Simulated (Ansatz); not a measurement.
# H on Ni(111): change of the work function

Aim: the work function of Ni(111) at several coverages of H (fcc site), and the dipole that each adsorbate carries.

Method: plane-wave DFT, PBE, Ansatz PAW, in Ansatz 0.2.0.

### Step 1. The system as given

The cell holds 4 atoms: 4 Ni. Cell: a = 2.489 Å, b = 2.489 Å, c = 24.097 Å, α = 90.0°, β = 90.0°, γ = 60.0°. Vacuum lies along c.

### Step 2. The clean slab

The bare slab comes first, as the zero from which every change is counted. The two lowest layers are held at bulk places and the upper ones relax. The dipole correction removes the false field that a one-sided slab makes across the periodic vacuum, so each face gets a flat vacuum level of its own.

input.yaml

```yaml
crystal:
  lattice:
    - [2.4890158698, 0.0, 0.0]
    - [1.2445079349, 2.1555509736, 0.0]
    - [0.0, 0.0, 24.0968188426]
  atoms:
    - { symbol: Ni, position: [0.0, 0.0, 0.3734932839], spin: 0.7 }
    - { symbol: Ni, position: [0.3333333333, 0.3333333333, 0.4578310946], spin: 0.7 }
    - { symbol: Ni, position: [0.6666666667, 0.6666666667, 0.5421689054], spin: 0.7 }
    - { symbol: Ni, position: [0.0, 0.0, 0.6265067161], spin: 0.7 }
magnetization:
  spin_polarized: true
kpoints:
  mp_grid: { grid: [12, 12, 1] }
hamiltonian:
  xc: pbe
scf:
  occupations: { method: fermi_dirac, width: 0.1 }
  convergence: { dr2_threshold: 1.0e-08 }
efield:
  axis: 3
  dipole_correction: true
  ramp_position: 0.97
  ramp_width: 0.06
relax:
  f_tol: 0.02
  max_steps: 60
  constraints: [{ sites: [0, 1] }]
output:
  write_potential: true
  write_density: true
  volumetric_format: npy
```

Run with:

```sh
$ ansatz run input.yaml --threads 4 --pin off --max-ram 16384MiB --backend cpu --events-out ev --progress --plain --runs-dir out
```

Output:

```text
Engine: ansatz 0.2.0, aarch64-unknown-linux-gnu
Pseudopotentials: kind: paw
Pseudopotential: Ni, paw, valence charge 18, recommended cutoff 420 eV (normal), Ni.paw.azcp
Functional definition: PBE
  parameter kappa = 0.804
  parameter beta = 0.066725
  exchange = pbe_x(kappa = kappa, mu = beta*pi^2/3)
  correlation = pbe_c(beta = beta)
Crystal: 4 atoms, lattice volume = 129.284 Å³
Basis set: ecut = 420 eV, 2439 PW (Γ), exchange–correlation on 36×36×324 points (8 copies of the dense FFT grid, shifted against one another)
Bands: 45, of which v1, the nominal top of the filled ones, is band 36 counted from 1 (35 counted from 0)
Symmetry: 6 space group operations
k-points: 19 of 144 (time reversal used)
Non-local potential: Ni, projectors of the file, l = 0: 3, l = 1: 2, l = 2: 3, l = 3: 1
PAW form: soft (Blöchl's): semilocal exchange-correlation on the pseudo side does not see the compensation charge
PAW one-centre angular grid: Ni, 590 points (default); XC on 64 Gauss nodes
Initial density: superposition of atomic densities (neutral atoms: chi_scale 0, normalization atom)
Starting moments: Σ|m| = 2.8 μB on 4 of 4 sites
Initial wavefunctions: pseudopotential atomic-orbital guess
Functional: x = pbe(κ = 0.804, μ = 0.219515), c = pbe(β = 0.066725)
SCF iter   1: F=—  HF=-23353.905145 eV  |F-HF|=—  |Δ(HF+E_count)|=         —  Δρ=2.86e-2 (↑1.12e-2 ↓2.86e-2)  dr2=2.62e0  dr2_m=2.76e-1  M=2.997 μB ∫|m|=3.146 μB  β_m=1.00  ethr=3.10e-3  p=0.000 e·Å  D=3.58e-13 V/Å  ΔV_dip=-0.00 eV  dr2_dipole=4.80e-7  V_vac-E_F(+/−)=7.25/7.25 eV  ⟨swp⟩=10.9  Hψ=8806  notcnv=0  defer=16
Mixer restart at iter 1: flushing history
efield: sawtooth ramp at fractional position 0.9700 (set: `efield.ramp_position`, or a place that a band, a saddle search or an elastic batch's reference lends), width 0.0600; the density the first Hamiltonian is built on has a dipole p = 0.000 e·Å; the dipole correction subtracts the counter field D = 3.58e-13 V/Å, which shifts the + side's vacuum level by -0.00 eV against the − side's; the planar-averaged density in the ramp window peaks in size at 7.6e-6 e/Å³
preconditioner: auto → LDOS  [metal: Δε(μ)=0.005 eV  Ē_g=7.174 eV  σ=0.100 eV  W_gap=0.01  n_scr=18 (ndim 8)  ℏωp=20.7 eV  f_vac=0.604  D(μ)=7.90/eV (n_scr^D=102)]
spin=Collinear: LDOS preconditioning applied to the charge; magnetization (m = ρ↑ − ρ↓) channel mixes plain (no charge-response kernel on spin).
SCF iter   2: F=—  HF=-23354.537091 eV  |F-HF|=—  |Δ(HF+E_count)|=   6.32e-1  Δρ=1.21e-2 (↑1.21e-2 ↓9.37e-3)  dr2=4.70e-1  dr2_m=6.08e-3  M=2.950 μB ∫|m|=3.239 μB  β_m=0.32  ethr=3.10e-3  p=-0.000 e·Å  D=-1.18e-5 V/Å  ΔV_dip=0.00 eV  dr2_dipole=1.68e-7  V_vac-E_F(+/−)=6.45/6.45 eV  ⟨swp⟩=2.3  Hψ=2954  notcnv=0  defer=39
density mixer auto → msr1: a metal under ldos (density of states about μ 3.85 of a free-electron gas's, 18 screened modes)
SCF iter   3: F=—  HF=-23355.900691 eV  |F-HF|=—  |Δ(HF+E_count)|=    1.36e0  Δρ=6.31e-3 (↑6.31e-3 ↓4.98e-3)  dr2=1.22e-1  dr2_m=5.55e-3  M=2.942 μB ∫|m|=3.263 μB  β_m=0.52  ethr=6.53e-4  p=-0.000 e·Å  D=-2.13e-7 V/Å  ΔV_dip=0.00 eV  dr2_dipole=6.03e-9  V_vac-E_F(+/−)=6.01/6.01 eV  ⟨swp⟩=3.0  Hψ=2841  notcnv=0  defer=40
SCF iter   4: F=—  HF=-23357.393574 eV  |F-HF|=—  |Δ(HF+E_count)|=         —  Δρ=6.98e-3 (↑4.12e-3 ↓6.98e-3)  dr2=1.03e-1  dr2_m=3.75e-3  M=2.826 μB ∫|m|=3.215 μB  β_m=0.52  ethr=1.70e-4  p=-0.000 e·Å  D=-2.46e-6 V/Å  ΔV_dip=0.00 eV  dr2_dipole=3.15e-9  V_vac-E_F(+/−)=5.44/5.44 eV  ⟨swp⟩=3.7  Hψ=3872  notcnv=0  defer=38
SCF iter   5: F=—  HF=-23357.642354 eV  |F-HF|=—  |Δ(HF+E_count)|=   2.49e-1  Δρ=4.88e-3 (↑1.50e-3 ↓4.88e-3)  dr2=3.19e-2  dr2_m=5.57e-3  M=2.736 μB ∫|m|=3.135 μB  β_m=0.76  ethr=1.43e-4  p=0.000 e·Å  D=1.02e-6 V/Å  ΔV_dip=-0.00 eV  dr2_dipole=4.32e-9  V_vac-E_F(+/−)=5.26/5.26 eV  ⟨swp⟩=2.4  Hψ=2763  notcnv=0  defer=40
SCF iter   6: F=—  HF=-23357.693928 eV  |F-HF|=—  |Δ(HF+E_count)|=   5.16e-2  Δρ=2.88e-3 (↑1.47e-3 ↓2.88e-3)  dr2=1.26e-2  dr2_m=1.52e-3  M=2.669 μB ∫|m|=3.070 μB  β_m=0.86  ethr=4.44e-5  p=-0.000 e·Å  D=-5.89e-6 V/Å  ΔV_dip=0.00 eV  dr2_dipole=2.14e-8  V_vac-E_F(+/−)=5.15/5.15 eV  ⟨swp⟩=2.2  Hψ=2708  notcnv=0  defer=40
SCF iter   7: F=—  HF=-23357.694448 eV  |F-HF|=—  |Δ(HF+E_count)|=   5.20e-4  Δρ=2.31e-3 (↑1.35e-3 ↓2.31e-3)  dr2=9.68e-3  dr2_m=5.46e-4  M=2.662 μB ∫|m|=3.065 μB  β_m=0.72  ethr=1.75e-5  p=0.000 e·Å  D=1.37e-5 V/Å  ΔV_dip=-0.00 eV  dr2_dipole=5.06e-8  V_vac-E_F(+/−)=5.06/5.06 eV  ⟨swp⟩=2.7  Hψ=3609  notcnv=0  defer=46
SCF iter   8: F=—  HF=-23357.693229 eV  |F-HF|=—  |Δ(HF+E_count)|=   1.22e-3  Δρ=4.06e-4 (↑1.85e-4 ↓4.06e-4)  dr2=3.64e-4  dr2_m=1.71e-5  M=2.660 μB ∫|m|=3.064 μB  β_m=0.68  ethr=1.34e-5  p=-0.000 e·Å  D=-3.62e-6 V/Å  ΔV_dip=0.00 eV  dr2_dipole=1.02e-8  V_vac-E_F(+/−)=5.09/5.09 eV  ⟨swp⟩=2.0  Hψ=2577  notcnv=0  defer=48
SCF iter   9: F=—  HF=-23357.693190 eV  |F-HF|=—  |Δ(HF+E_count)|=   3.90e-5  Δρ=1.79e-4 (↑7.00e-5 ↓1.79e-4)  dr2=3.02e-5  dr2_m=1.70e-5  M=2.661 μB ∫|m|=3.067 μB  β_m=0.69  ethr=5.05e-7  p=0.000 e·Å  D=3.89e-6 V/Å  ΔV_dip=-0.00 eV  dr2_dipole=1.53e-8  V_vac-E_F(+/−)=5.09/5.09 eV  ⟨swp⟩=3.2  Hψ=3585  notcnv=0  defer=48
SCF iter  10: F=—  HF=-23357.693186 eV  |F-HF|=—  |Δ(HF+E_count)|=   3.73e-6  Δρ=5.06e-5 (↑4.29e-5 ↓5.06e-5)  dr2=1.84e-6  dr2_m=2.32e-6  M=2.661 μB ∫|m|=3.067 μB  β_m=0.80  ethr=4.19e-8  p=-0.000 e·Å  D=-3.67e-6 V/Å  ΔV_dip=0.00 eV  dr2_dipole=5.53e-9  V_vac-E_F(+/−)=5.08/5.08 eV  ⟨swp⟩=2.1  Hψ=2621  notcnv=0  defer=48
SCF iter  11: F=—  HF=-23357.693187 eV  |F-HF|=—  |Δ(HF+E_count)|=   9.70e-7  Δρ=2.05e-5 (↑1.28e-5 ↓2.05e-5)  dr2=6.07e-7  dr2_m=1.91e-7  M=2.661 μB ∫|m|=3.067 μB  β_m=0.87  ethr=2.55e-9  p=0.000 e·Å  D=7.88e-6 V/Å  ΔV_dip=-0.00 eV  dr2_dipole=2.87e-8  V_vac-E_F(+/−)=5.08/5.08 eV  ⟨swp⟩=2.1  Hψ=2535  notcnv=0  defer=48
SCF iter  12: F=—  HF=-23357.693187 eV  |F-HF|=—  |Δ(HF+E_count)|=   2.51e-7  Δρ=1.80e-5 (↑1.51e-5 ↓1.80e-5)  dr2=9.33e-7  dr2_m=1.72e-8  M=2.661 μB ∫|m|=3.067 μB  β_m=0.65  ethr=8.43e-10  p=-0.000 e·Å  D=-1.24e-5 V/Å  ΔV_dip=0.00 eV  dr2_dipole=7.47e-8  V_vac-E_F(+/−)=5.08/5.08 eV  ⟨swp⟩=2.5  Hψ=3401  notcnv=0  defer=48
SCF iter  13: F=—  HF=-23357.693187 eV  |F-HF|=—  |Δ(HF+E_count)|=   2.13e-7  Δρ=3.08e-6 (↑2.15e-6 ↓3.08e-6)  dr2=3.91e-8  dr2_m=2.54e-9  M=2.661 μB ∫|m|=3.067 μB  β_m=0.82  ethr=8.43e-10  p=-0.000 e·Å  D=-2.09e-6 V/Å  ΔV_dip=0.00 eV  dr2_dipole=9.96e-9  V_vac-E_F(+/−)=5.08/5.08 eV  ⟨swp⟩=2.1  Hψ=2507  notcnv=0  defer=48
[...]
density mixer auto → msr1: a metal under ldos (density of states about μ 3.54 of a free-electron gas's, 18 screened modes)
SCF iter   3: F=—  HF=-23357.695252 eV  |F-HF|=—  |Δ(HF+E_count)|=   3.47e-6  Δρ=3.61e-4 (↑3.61e-4 ↓2.26e-4)  dr2=1.98e-4  dr2_m=3.76e-5  M=2.664 μB ∫|m|=3.069 μB  β_m=0.44  ethr=1.15e-6  p=0.001 e·Å  D=1.05e-3 V/Å  ΔV_dip=-0.03 eV  dr2_dipole=3.96e-5  V_vac-E_F(+/−)=5.05/5.08 eV  ⟨swp⟩=1.8  Hψ=2163  notcnv=0  defer=48
SCF iter   4: F=—  HF=-23357.695307 eV  |F-HF|=—  |Δ(HF+E_count)|=   5.46e-5  Δρ=1.71e-4 (↑1.71e-4 ↓1.57e-4)  dr2=3.30e-5  dr2_m=2.06e-5  M=2.663 μB ∫|m|=3.067 μB  β_m=0.46  ethr=2.74e-7  p=0.001 e·Å  D=8.26e-4 V/Å  ΔV_dip=-0.02 eV  dr2_dipole=2.43e-8  V_vac-E_F(+/−)=5.06/5.08 eV  ⟨swp⟩=1.5  Hψ=1921  notcnv=0  defer=48
SCF iter   5: F=—  HF=-23357.695322 eV  |F-HF|=—  |Δ(HF+E_count)|=   1.50e-5  Δρ=7.39e-5 (↑5.22e-5 ↓7.39e-5)  dr2=5.11e-6  dr2_m=4.02e-6  M=2.662 μB ∫|m|=3.067 μB  β_m=0.61  ethr=4.58e-8  p=0.000 e·Å  D=6.00e-4 V/Å  ΔV_dip=-0.01 eV  dr2_dipole=8.35e-7  V_vac-E_F(+/−)=5.07/5.08 eV  ⟨swp⟩=2.1  Hψ=2952  notcnv=0  defer=48
SCF iter   6: F=—  HF=-23357.695328 eV  |F-HF|=—  |Δ(HF+E_count)|=   6.07e-6  Δρ=4.54e-5 (↑4.33e-5 ↓4.54e-5)  dr2=5.56e-6  dr2_m=7.72e-7  M=2.661 μB ∫|m|=3.066 μB  β_m=0.57  ethr=7.10e-9  p=0.000 e·Å  D=4.49e-4 V/Å  ΔV_dip=-0.01 eV  dr2_dipole=1.56e-7  V_vac-E_F(+/−)=5.07/5.08 eV  ⟨swp⟩=3.1  Hψ=3518  notcnv=0  defer=48
SCF iter   7: F=—  HF=-23357.695328 eV  |F-HF|=—  |Δ(HF+E_count)|=   4.70e-7  Δρ=2.52e-5 (↑2.52e-5 ↓1.49e-5)  dr2=2.59e-6  dr2_m=2.45e-7  M=2.661 μB ∫|m|=3.065 μB  β_m=0.52  ethr=7.10e-9  p=0.000 e·Å  D=3.65e-4 V/Å  ΔV_dip=-0.01 eV  dr2_dipole=9.20e-7  V_vac-E_F(+/−)=5.07/5.08 eV  ⟨swp⟩=2.1  Hψ=2796  notcnv=0  defer=48
SCF iter   8: F=—  HF=-23357.695328 eV  |F-HF|=—  |Δ(HF+E_count)|=   1.08e-7  Δρ=1.02e-5 (↑9.82e-6 ↓1.02e-5)  dr2=4.18e-8  dr2_m=1.01e-7  M=2.661 μB ∫|m|=3.065 μB  β_m=0.69  ethr=3.59e-9  p=0.000 e·Å  D=3.80e-4 V/Å  ΔV_dip=-0.01 eV  dr2_dipole=2.27e-9  V_vac-E_F(+/−)=5.07/5.08 eV  ⟨swp⟩=2.4  Hψ=2355  notcnv=0  defer=48
SCF iter   9: F=—  HF=-23357.695329 eV  |F-HF|=—  |Δ(HF+E_count)|=   1.88e-7  Δρ=4.90e-6 (↑4.07e-6 ↓4.90e-6)  dr2=1.37e-7  dr2_m=1.16e-8  M=2.660 μB ∫|m|=3.065 μB  β_m=0.62  ethr=5.81e-11  p=0.000 e·Å  D=3.76e-4 V/Å  ΔV_dip=-0.01 eV  dr2_dipole=2.33e-9  V_vac-E_F(+/−)=5.07/5.08 eV  ⟨swp⟩=3.1  Hψ=3695  notcnv=0  defer=48
SCF iter  10: F=—  HF=-23357.695329 eV  |F-HF|=—  |Δ(HF+E_count)|=   1.76e-9  Δρ=2.50e-6 (↑2.50e-6 ↓2.27e-6)  dr2=2.53e-8  dr2_m=3.14e-9  M=2.660 μB ∫|m|=3.065 μB  β_m=0.56  ethr=5.81e-11  p=0.000 e·Å  D=3.70e-4 V/Å  ΔV_dip=-0.01 eV  dr2_dipole=7.75e-9  V_vac-E_F(+/−)=5.07/5.08 eV  ⟨swp⟩=2.3  Hψ=3262  notcnv=0  defer=48
SCF iter  11: F=—  HF=-23357.695329 eV  |F-HF|=—  |Δ(HF+E_count)|=   3.96e-9  Δρ=1.37e-6 (↑1.37e-6 ↓1.25e-6)  dr2=3.07e-9  dr2_m=1.07e-9  M=2.660 μB ∫|m|=3.065 μB  β_m=0.56  ethr=3.52e-11  p=0.000 e·Å  D=3.74e-4 V/Å  ΔV_dip=-0.01 eV  dr2_dipole=4.12e-10  V_vac-E_F(+/−)=5.07/5.08 eV  ⟨swp⟩=2.0  Hψ=2494  notcnv=0  defer=48
SCF iter  12: F=—  HF=-23357.695329 eV  |F-HF|=—  |Δ(HF+E_count)|=  3.27e-11  Δρ=9.58e-7 (↑9.58e-7 ↓4.74e-7)  dr2=1.33e-9  dr2_m=5.63e-10  M=2.660 μB ∫|m|=3.065 μB  β_m=0.78  ethr=4.27e-12  p=0.000 e·Å  D=3.75e-4 V/Å  ΔV_dip=-0.01 eV  dr2_dipole=6.93e-11  V_vac-E_F(+/−)=5.07/5.08 eV  ⟨swp⟩=2.1  Hψ=2475  notcnv=0  defer=48
SCF iter  13: F=—  HF=-23357.695329 eV  |F-HF|=—  |Δ(HF+E_count)|=   1.54e-9  Δρ=2.68e-6 (↑4.01e-7 ↓2.68e-6)  dr2=1.69e-8  dr2_m=1.71e-9  M=2.660 μB ∫|m|=3.065 μB  β_m=0.89  ethr=1.84e-12  p=0.000 e·Å  D=3.77e-4 V/Å  ΔV_dip=-0.01 eV  dr2_dipole=1.12e-11  V_vac-E_F(+/−)=5.07/5.08 eV  ⟨swp⟩=2.0  Hψ=2430  notcnv=0  defer=48
SCF iter  14: F=-23357.695329 eV  HF=-23357.695329 eV  |F-HF|=3.15e-9  |Δ(HF+E_count)|=  7.89e-10  Δρ=9.53e-7 (↑4.16e-7 ↓9.53e-7)  dr2=3.21e-9  dr2_m=1.09e-10  M=2.660 μB ∫|m|=3.065 μB  ethr=1.84e-12  p=0.000 e·Å  D=3.78e-4 V/Å  ΔV_dip=-0.01 eV  dr2_dipole=6.19e-10  V_vac-E_F(+/−)=5.07/5.08 eV  ⟨swp⟩=6.3  Hψ=10600  notcnv=0
SCF 3 converged in 14 iterations: F = -23357.695329 eV  dr2 = 3.21e-9
relax step   3: F+E_penalty+E_count = -23357.69532856 eV  Δ(F+E_penalty+E_count) = -7.170e-4 eV  max|allowed force component| = 2.492e-3 eV/Å  Δτ_max = 0.0193 Å  (14 SCF iters, accepted)
NSCF: frozen V_eff on 19 k-points
the band table was solved once a step of the walk had ended and its energy, with any forces and stress, was formed, with the checks that follow a solve (9208 applications of the Hamiltonian). They found nothing against the state; the energy, forces and stress were not computed again (output.eigenvalues in the input reference)
WARN: The output density's exchange-correlation potential varies sharply where the density is thin. Do not read a vacuum level from v_tot or v_xc, or from such a field of the output density. On a cell that repeats whose density bears no net charge and no dipole along the vacuum's axis use v_es (v_loc + v_h of the components); under efield.dipole_correction with no amplitude use v_es + v_field, which holds any externa [...]
SCF converged after 14 iterations
Magnetization: 2.6604 μB (37.3302 up, 34.6698 down)
Absolute magnetization: 3.0681 μB (∫|ρ↑−ρ↓|, with the PAW one-centre terms)
Spin contamination: 0.0397 ħ² per cell (⟨S²⟩ above its minimum at these occupations)
Per-site moments (μB) at R_I (Å): [(0.697093, 1.026719), (0.715500, 1.024444), (0.716982, 1.017614), (0.700574, 1.017614)]
Free energy (F): -23357.695329 eV
Harris-Foulkes:  -23357.695329 eV  (|F-HF|=3.15e-9)
Internal energy: -23357.459514 eV  (E = F + TS)
E sigma→0 (E₀):  -23357.577421 eV
Entropy (-TS):   -0.235815 eV (-58.954 meV/atom)
Fermi energy:    2.806611 eV
Dipole field:    D = 0.000420 V/Å  (p = 0.000300 e·Å, saw-weighted, corrected)
Work function:   Φ+ = 5.0720 eV   Φ− = 5.0821 eV
Levels:          The Fermi level and band energies are counted from a zero that moves with the ramp; work functions are not
--- Per-component energies (eV) ---
  E_band       = -2233.047890
  E_kinetic    = 1126.070206
  E_local      = -172553.846970  (includes V_loc(G=0)·N_el)
  E_nonlocal   = 2547.333296
  E_hartree    = 84594.354199
  E_xc         = -336.334423
  E_vxc        = -433.429848  (∫ρ·V_xc dr)
  E_paw        = -6522.740071  (= ΣΔE_a)
  E_vpaw       = -2107.890488  (= ΣTr[D̂ρ^β])
  E_aug_tail   = 0.002094  (compensation charges beyond the density's cutoff)
  E_efield     = 0.000000  (sawtooth field / dipole correction)
  E_vefield    = 0.000307  (∫n·V_field dr)
  E_ewald      = 67787.702154
  E_smearing   = -0.235815  (= −TS)
  E_closure    = -0.000000  (closes the sum)
  Σ components = -23357.695329   (vs F -23357.695329, Δ=0.00e0)
--- Forces (eV/Å), atoms counted from 1 ---
  atom   1  Ni    -0.00000000    -0.00000000     0.14360102
  atom   2  Ni    -0.00000000     0.00000000    -0.14452175
  atom   3  Ni     0.00000000    -0.00000000    -0.00158484
  atom   4  Ni     0.00000000     0.00000000     0.00249224
  max |Σ_I F_I| component: 1.33e-5 eV/Å
--- Band table (eV; the first three rows and the last of 38) ---
  k-point 0 ↑: bands = [... 32 lower, 1.4980, 1.6464, 1.6464, 2.0208, 2.0208, 2.1301, 2.1788, 2.1788, ... 5 higher]
  k-point 1 ↑: bands = [... 32 lower, 1.4402, 1.5080, 1.6627, 1.6938, 1.8504, 2.0182, 2.1827, 2.7997, ... 5 higher]
  k-point 2 ↑: bands = [... 32 lower, 1.2167, 1.3936, 1.5035, 1.6730, 2.0108, 2.1822, 2.1914, 3.6577, ... 5 higher]
  k-point 18 ↓: bands = [... 32 lower, 2.7441, 2.8850, 2.8850, 2.8927, 7.8453, 8.0826, 8.0958, 8.8517, ... 5 higher]
--- Relaxed structure (3 steps of the walk, 3 accepted, 0 SCFs on fresh bases) ---
  F+E_penalty+E_count = -23357.69532856 eV   max|allowed force component| = 2.492e-3 eV/Å
  atoms:
    - { symbol: Ni, position: [0.0, 0.0, 0.373493] }
    - { symbol: Ni, position: [0.333333, 0.333333, 0.4578310946] }
    - { symbol: Ni, position: [0.666667, 0.666667, 0.541888] }
    - { symbol: Ni, position: [0, 0.0, 0.625102] }
```

Elapsed: 29 s, on 4 threads of Arm Neoverse V1, shared host; peak memory 0.53 GiB; 1.8 min of CPU time.

Step by step:

```csv
step,energy less that of the first step (eV),largest force component (eV/Å)
1,0.0000,0.1468
2,-0.0014,0.0868
3,-0.0021,0.0025
```

Forces are held to the 6 operations that the program found; a distortion that breaks them can't arise in this run.

The atoms that moved most (Å):

```csv
atom,dx,dy,dz,length
Ni4,0.000,0.000,-0.034,0.034
Ni3,0.000,0.000,-0.007,0.007
```

Final coordinates:

```xyz
4
Lattice="2.4890 0.0000 0.0000 1.2445 2.1556 0.0000 0.0000 0.0000 24.0968" Properties=species:S:1:pos:R:3
Ni    0.0000    0.0000    9.0000
Ni    1.2445    0.7185   11.0323
Ni    2.4890    1.4370   13.0578
Ni    0.0000    0.0000   15.0630
```

This step gave:

| Property | Result |
| --- | --- |
| energy at zero smearing | -23357.5774 eV |
| total moment | 2.660 μB |
| site moments | 0.6971, 0.7155, 0.7170, 0.7006 μB |
| work function, upper face | 5.072 eV |
| dipole along the normal | 3.00e-4 e·Å |

Running mean over 2.032 Å of the planar mean; the ramp of the sawtooth is left out. Table of electron's electrostatic potential energy less the Fermi level by z:

z (Å), electron's electrostatic potential energy less the Fermi level (eV) and a bar from the least value:
```
      3.0        5.1 ##############################
      3.5        5.1 ##############################
      4.0        5.1 ##############################
      4.5        5.1 ##############################
      5.0        5.1 ##############################
      5.5        5.1 ##############################
      6.0        5.0 ##############################
      6.5        4.9 ##############################
      7.0        4.4 #############################
      7.5        2.2 #########################
      8.0       -3.2 ##############
      8.5       -8.4 ####
      9.0      -10.0 #
      9.5      -10.3 #
     10.0      -10.3 #
     10.5      -10.4 #
     11.0      -10.4 
     11.5      -10.4 
     12.0      -10.5 
     12.5      -10.5 
     13.0      -10.4 
     13.5      -10.5 
     14.0      -10.6 
     14.5      -10.5 
     15.0      -10.2 #
     15.5       -8.8 ####
     16.0       -4.0 #############
     16.5        1.7 ########################
     17.0        4.3 ############################
     17.5        4.9 ##############################
     18.0        5.0 ##############################
     18.5        5.1 ##############################
     19.0        5.1 ##############################
     19.5        5.1 ##############################
     20.0        5.1 ##############################
     20.5        5.1 ##############################
     21.0        5.1 ##############################
```

Site moment by atom:

```csv
atom,site moment (μB)
Ni1,0.697
Ni2,0.716
Ni3,0.717
Ni4,0.701
```

The relaxation took 3 steps and lowered the energy by 0.0021 eV; the largest force on the free atoms ends at 0.0025 eV/Å.

The work function of the upper face is 5.07 eV.

(Part 1 of 4 ends here.)

[Long decimals in the printed logs are rounded to 6 places.]

[Logs are printed without paths, hosts, clocks, repeated set-up lines and the standing remarks that a program may print on its own settings, such as how far it seeks lower states.]

[Hosts, paths, dates, database ids (printed as entryN), source tags and the programs' standing remarks are cut or masked in the printed files.]

[Maps of the electrostatic potential energy from Ansatz leave out the sawtooth potential of an applied field or a dipole correction, so their vacuum need not be flat; planar profiles and work functions include it.]
